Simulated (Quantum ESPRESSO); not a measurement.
# Magnetic state of NiAgO2 from several starts, part 2 of 2

A self-consistent run ends on one state, which hangs on the start. Several orders of NiAgO2 are started in Quantum ESPRESSO and their energies compared.

Quantum ESPRESSO 7.5; PBEsol with U = 6 eV on Ni d (ortho-atomic projectors); plane waves with GBRV 1.5 PBEsol potentials, no spin-orbit coupling.

So far, absolute magnetization (μB): step 2 (run 1 (ferro ++)) 3.87.

## Step 3: Run 2, typed as antiferro +−

pw.in

```
&CONTROL
  calculation = 'scf'
  prefix = 'pwscf'
  outdir = './tmp'
  pseudo_dir = './pseudo'
  disk_io = 'nowf'
/
&SYSTEM
  ibrav = 0
  celldm(1) = 8
  nat = 8
  ntyp = 4
  ecutwfc = 40
  ecutrho = 280
  nbnd = 62
  occupations = 'smearing'
  smearing = 'fd'
  degauss = 0.00734986
  nspin = 2
  starting_magnetization(1) = 0.1111
  starting_magnetization(2) = -0.1111
  starting_magnetization(3) = 0
  starting_magnetization(4) = 0
/
&ELECTRONS
  conv_thr = 1.6d-08
  electron_maxstep = 150
  mixing_beta = 0.3
/
ATOMIC_SPECIES
Ni1    58.6934 ni_pbesol_v1.4.uspp.F.UPF
Ni2    58.6934 ni_pbesol_v1.4.uspp.F.UPF
Ag    107.8682 ag_pbesol_v1.4.uspp.F.UPF
O      15.9990 o_pbesol_v1.2.uspp.F.UPF
CELL_PARAMETERS alat
   0.7084495780681    0.0000000000000    0.0000000000000
  -0.3542247890223    0.6135353318995    0.0000000000000
   0.0000000000000    0.0000000000000    2.9090271524980
ATOMIC_POSITIONS crystal
Ni1     0.0000000000    0.0000000000    0.5000000000
Ni2     0.0000000000    0.0000000000    0.0000000000
Ag      0.6666666700    0.3333333300    0.7500000000
Ag      0.3333333300    0.6666666700    0.2500000000
O       0.3333333300    0.6666666700    0.4180620000
O       0.6666666700    0.3333333300    0.9180620000
O       0.6666666700    0.3333333300    0.5819380000
O       0.3333333300    0.6666666700    0.0819380000
K_POINTS automatic
12 12 4 0 0 0
HUBBARD {ortho-atomic}
U Ni1-3d 6.0000
U Ni2-3d 6.0000
```

Started as:

```sh
> OMP_NUM_THREADS=1 mpirun -n 4 pw.x -nk 4 -in pw.in > pw.out
```

The log of the run:

```text
[banner, memory and clock lines left out]
Program PWSCF v.7.5 starts

     Message from routine setup:
     using ibrav=0 with symmetry is DISCOURAGED, use correct ibrav instead

     bravais-lattice index     =            0
     lattice parameter (alat)  =       8.0000  a.u.
     unit-cell volume          =     647.3904 (a.u.)^3
     number of atoms/cell      =            8
     number of atomic types    =            4
     number of electrons       =        98.00
     number of Kohn-Sham states=           62
     kinetic-energy cutoff     =      40.0000  Ry
     charge density cutoff     =     280.0000  Ry
     scf convergence threshold =      1.6E-08
     mixing beta               =       0.3000
     number of iterations used =            8  plain     mixing
     Exchange-correlation= SLA  PW   PSX  PSC
                           (   1   4  10   8   0   0   0)
     Hubbard projectors: ortho-atomic
     Hubbard parameters of DFT+U (Dudarev formulation) in eV:
     U(Ni1-3d) =  6.0000
     U(Ni2-3d) =  6.0000

     Internal variables: lda_plus_u =T, lda_plus_u_kind = 0

     Internal variables: orbital_resolved =F, hub_pot_fix =F, apply_U = F

     celldm(1)=   8.000000  celldm(2)=   0.000000  celldm(3)=   0.000000
     celldm(4)=   0.000000  celldm(5)=   0.000000  celldm(6)=   0.000000

     crystal axes: (cart. coord. in units of alat)
               a(1) = (   0.708450   0.000000   0.000000 )
               a(2) = (  -0.354225   0.613535   0.000000 )
               a(3) = (   0.000000   0.000000   2.909027 )

     reciprocal axes: (cart. coord. in units 2 pi/alat)
               b(1) = (  1.411533  0.814949 -0.000000 )
               b(2) = (  0.000000  1.629898  0.000000 )
               b(3) = (  0.000000 -0.000000  0.343758 )

     PseudoPot. # 1 for Ni read from file:
     ni_pbesol_v1.4.uspp.F.UPF
     Pseudo is Ultrasoft + core correction, Zval = 18.0

     PseudoPot. # 2 for Ni read from file:
     ni_pbesol_v1.4.uspp.F.UPF
     Pseudo is Ultrasoft + core correction, Zval = 18.0

     PseudoPot. # 3 for Ag read from file:
     ag_pbesol_v1.4.uspp.F.UPF
     Pseudo is Ultrasoft + core correction, Zval = 19.0

     PseudoPot. # 4 for O  read from file:
     o_pbesol_v1.2.uspp.F.UPF
     Pseudo is Ultrasoft + core correction, Zval =  6.0

     atomic species   valence    mass     pseudopotential
     Ni1              18.00    58.69340     Ni( 1.00)
     Ni2              18.00    58.69340     Ni( 1.00)
     Ag               19.00   107.86820     Ag( 1.00)
     O                 6.00    15.99900     O ( 1.00)

     Starting magnetic structure
     atomic species   magnetization
     Ni1             0.111
     Ni2            -0.111
     Ag              0.000
     O               0.000

     12 Sym. Ops., with inversion, found

   Cartesian axes

     site n.     atom                  positions (alat units)
         1        Ni1    tau(   1) = (   0.0000000   0.0000000   1.4545136  )
         2        Ni2    tau(   2) = (   0.0000000   0.0000000   0.0000000  )
         3        Ag     tau(   3) = (   0.3542248   0.2045118   2.1817704  )
         4        Ag     tau(   4) = (  -0.0000000   0.4090236   0.7272568  )
         5        O      tau(   5) = (  -0.0000000   0.4090236   1.2161537  )
         6        O      tau(   6) = (   0.3542248   0.2045118   2.6706673  )
         7        O      tau(   7) = (   0.3542248   0.2045118   1.6928734  )
         8        O      tau(   8) = (  -0.0000000   0.4090236   0.2383599  )

     number of k points=    69  Fermi-Dirac smearing, width (Ry)=  0.0073
                       cart. coord. in units 2pi/alat
        k(    1) = (   0.0000000   0.0000000   0.0000000), wk =   0.0017361
        k(    2) = (   0.0000000   0.0000000   0.0859394), wk =   0.0034722
        k(    3) = (   0.0000000   0.0000000  -0.1718788), wk =   0.0017361
        k(    4) = (   0.0000000   0.1358248   0.0000000), wk =   0.0104167
        k(    5) = (   0.0000000   0.1358248   0.0859394), wk =   0.0104167
        [... 64 further k-points ...]

     Dense  grid:    51111 G-vectors     FFT dimensions: (  32,  32, 125)

     Smooth grid:    22245 G-vectors     FFT dimensions: (  24,  24,  96)

     Check: negative core charge=   -0.000008
     Generating pointlists ...
     new r_m :   0.1953 (alat units)  1.5622 (a.u.) for type    1
     new r_m :   0.1953 (alat units)  1.5622 (a.u.) for type    2
     new r_m :   0.2017 (alat units)  1.6134 (a.u.) for type    3
     new r_m :   0.1953 (alat units)  1.5622 (a.u.) for type    4

     Initial potential from superposition of free atoms

     starting charge      92.9999, renormalised to      98.0000

     STARTING HUBBARD OCCUPATIONS:

     =================== HUBBARD OCCUPATIONS ===================
     ------------------------ ATOM    1 ------------------------
     Tr[ns(  1)] (up, down, total) =   5.00000  3.00000  8.00000
     Atomic magnetic moment for atom   1 =   2.00000
     [... lines left out ...]
     ------------------------ ATOM    2 ------------------------
     Tr[ns(  2)] (up, down, total) =   3.00000  5.00000  8.00000
     Atomic magnetic moment for atom   2 =  -2.00000
     [... lines left out ...]
     Number of occupied Hubbard levels =   16.0000

     Atomic wfc used for Hubbard projectors are orthogonalized

     Starting wfcs are   68 randomized atomic wfcs

     Self-consistent Calculation

     iteration #  1     ecut=    40.00 Ry     beta= 0.30
     Davidson diagonalization with overlap
     ethr =  1.00E-02,  avg # of iterations =  4.1

     =================== HUBBARD OCCUPATIONS ===================
     ------------------------ ATOM    1 ------------------------
     Tr[ns(  1)] (up, down, total) =   4.77175  4.53199  9.30374
     Atomic magnetic moment for atom   1 =   0.23976
     [... lines left out ...]
     ------------------------ ATOM    2 ------------------------
     Tr[ns(  2)] (up, down, total) =   4.53218  4.77184  9.30403
     Atomic magnetic moment for atom   2 =  -0.23966
     [... lines left out ...]
     Number of occupied Hubbard levels =   18.6078

     total energy              =   -1368.58159133 Ry
     estimated scf accuracy    <      99.02945336 Ry

     total magnetization       =     0.00 Bohr mag/cell
     absolute magnetization    =     1.09 Bohr mag/cell

     iteration #  2     ecut=    40.00 Ry     beta= 0.30
     Davidson diagonalization with overlap
     ethr =  1.00E-02,  avg # of iterations =  4.5

     total energy              =   -1384.13666763 Ry
     estimated scf accuracy    <     242.51900709 Ry

     total magnetization       =    -0.00 Bohr mag/cell
     absolute magnetization    =     0.18 Bohr mag/cell

     [... further iterations left out ...]

     iteration # 23     ecut=    40.00 Ry     beta= 0.30
     Davidson diagonalization with overlap
     ethr =  7.52E-11,  avg # of iterations =  2.0

     total energy              =   -1405.60341529 Ry
     estimated scf accuracy    <       0.00000003 Ry

     total magnetization       =    -0.00 Bohr mag/cell
     absolute magnetization    =     3.65 Bohr mag/cell

     iteration # 24     ecut=    40.00 Ry     beta= 0.30
     Davidson diagonalization with overlap
     ethr =  3.25E-11,  avg # of iterations =  2.1

     Magnetic moment per site  (integrated on atomic sphere of radius R)
     atom   1 (R=0.195)  charge= 15.4089  magn=  1.3951
     atom   2 (R=0.195)  charge= 15.4109  magn= -1.3953
     atom   3 (R=0.202)  charge= 15.3295  magn=  0.0000
     atom   4 (R=0.202)  charge= 15.3295  magn=  0.0000
     atom   5 (R=0.195)  charge=  5.4050  magn= -0.1540
     atom   6 (R=0.195)  charge=  5.4046  magn=  0.1541
     atom   7 (R=0.195)  charge=  5.4050  magn= -0.1540
     atom   8 (R=0.195)  charge=  5.4046  magn=  0.1541

     End of self-consistent calculation

     =================== HUBBARD OCCUPATIONS ===================
     ------------------------ ATOM    1 ------------------------
     Tr[ns(  1)] (up, down, total) =   4.80214  3.37882  8.18096
     Atomic magnetic moment for atom   1 =   1.42332
     [... lines left out ...]
     ------------------------ ATOM    2 ------------------------
     Tr[ns(  2)] (up, down, total) =   3.37875  4.80216  8.18091
     Atomic magnetic moment for atom   2 =  -1.42341
     [... lines left out ...]
     Number of occupied Hubbard levels =   16.3619

     Number of k-points >= 100: set verbosity='high' to print the bands.

     the Fermi energy is    11.0743 ev

!    total energy              =   -1405.60341536 Ry
     estimated scf accuracy    <          5.5E-09 Ry
     smearing contrib. (-TS)   =      -0.00924926 Ry
     internal energy E=F+TS    =   -1405.59416610 Ry

     The total energy is F=E-TS. E is the sum of the following terms:
     one-electron contribution =    -833.66158258 Ry
     hartree contribution      =     463.22078927 Ry
     xc contribution           =    -156.02548211 Ry
     ewald contribution        =    -879.36213339 Ry
     Hubbard energy            =       0.23424271 Ry

     total magnetization       =     0.00 Bohr mag/cell
     absolute magnetization    =     3.65 Bohr mag/cell

     convergence has been achieved in  24 iterations
```

Elapsed: 4.6 min, on 4 MPI ranks of Arm Neoverse V2, shared host; peak memory 1 GiB; 18 min of CPU time.

Spin moment in the atom's sphere by atom:

```csv
atom,spin moment in the atom's sphere (μB)
Ni1,1.40
Ni2,-1.40
Ag3,0.00
Ag4,0.00
O5,-0.15
O6,0.15
O7,-0.15
O8,0.15
```

Read from the output:

```yaml
smearing_term_ts: 0.1258 eV
magnetization: 0 μB
absolute_magnetization: 3.646 μB
final_state: antiferromagnetic
```

## Step 4: Ranking

An order is kept where moments of 0.15 μB or more survive with the typed signs; meshes match where a doubled cell samples the same k points as the first cell.

Orders:

```csv
start,final state,typed order kept,energy over the lowest (meV a seeded atom),largest site moment (μB),net moment (μB a cell of the first run),mesh matched,CPU time (s)
ferro ++,ferromagnetic,yes,0,1.393,2.011,yes,773.6
antiferro +-,antiferromagnetic,yes,9.49,1.395,0,yes,1092
```

## Step 5: Occupations of the corrected shells in the lowest state

Occupations of the Hubbard shells:

```csv
block,type,shell,spin,electrons,occupation numbers
1,Ni,3d,up,4.802,0.912 0.912 0.992 0.992 0.993
1,Ni,3d,down,3.38,0.203 0.203 0.990 0.992 0.992
2,Ni,3d,up,4.802,0.912 0.912 0.992 0.992 0.993
2,Ni,3d,down,3.38,0.203 0.203 0.990 0.992 0.992
```

## Step 6: Summary of results

| Quantity | Value |
| --- | --- |
| lowest state found | ferromagnetic (from ferro ++) |
| largest site moment | 1.39 μB |
| next state with moments | antiferromagnetic, 9.49 meV a seeded atom higher |

What this shows: The smearing terms TS of the orders run from 50 to 63 meV a seeded atom, so the differences would change at a smaller width: an order with a larger TS is lowered more by the smearing. Only these 2 starts were compared; other wavevectors, canted and longer-period orders were not. Energies are free energies at an electronic temperature of 1160 K, which lowers moments and differences where the moments are itinerant. The smearing term is large for its width, so states at the Fermi level are partly filled: at this level the cell is a metal or has a gap of a few widths at most.

[Logs and program files are shortened in this print: banners, set-up blocks, solver, clock and traceback lines can be left out without a mark of their own.]

[Logs are printed without paths, hosts, clocks, repeated set-up lines and the standing remarks that a program may print on its own settings, such as how far it seeks lower states.]

[Hosts, paths, dates, database ids (printed as entryN), source tags and the programs' standing remarks are cut or masked in the printed files.]

[Where a cell is said to come from a database of computed structures, the database is the Materials Project.]
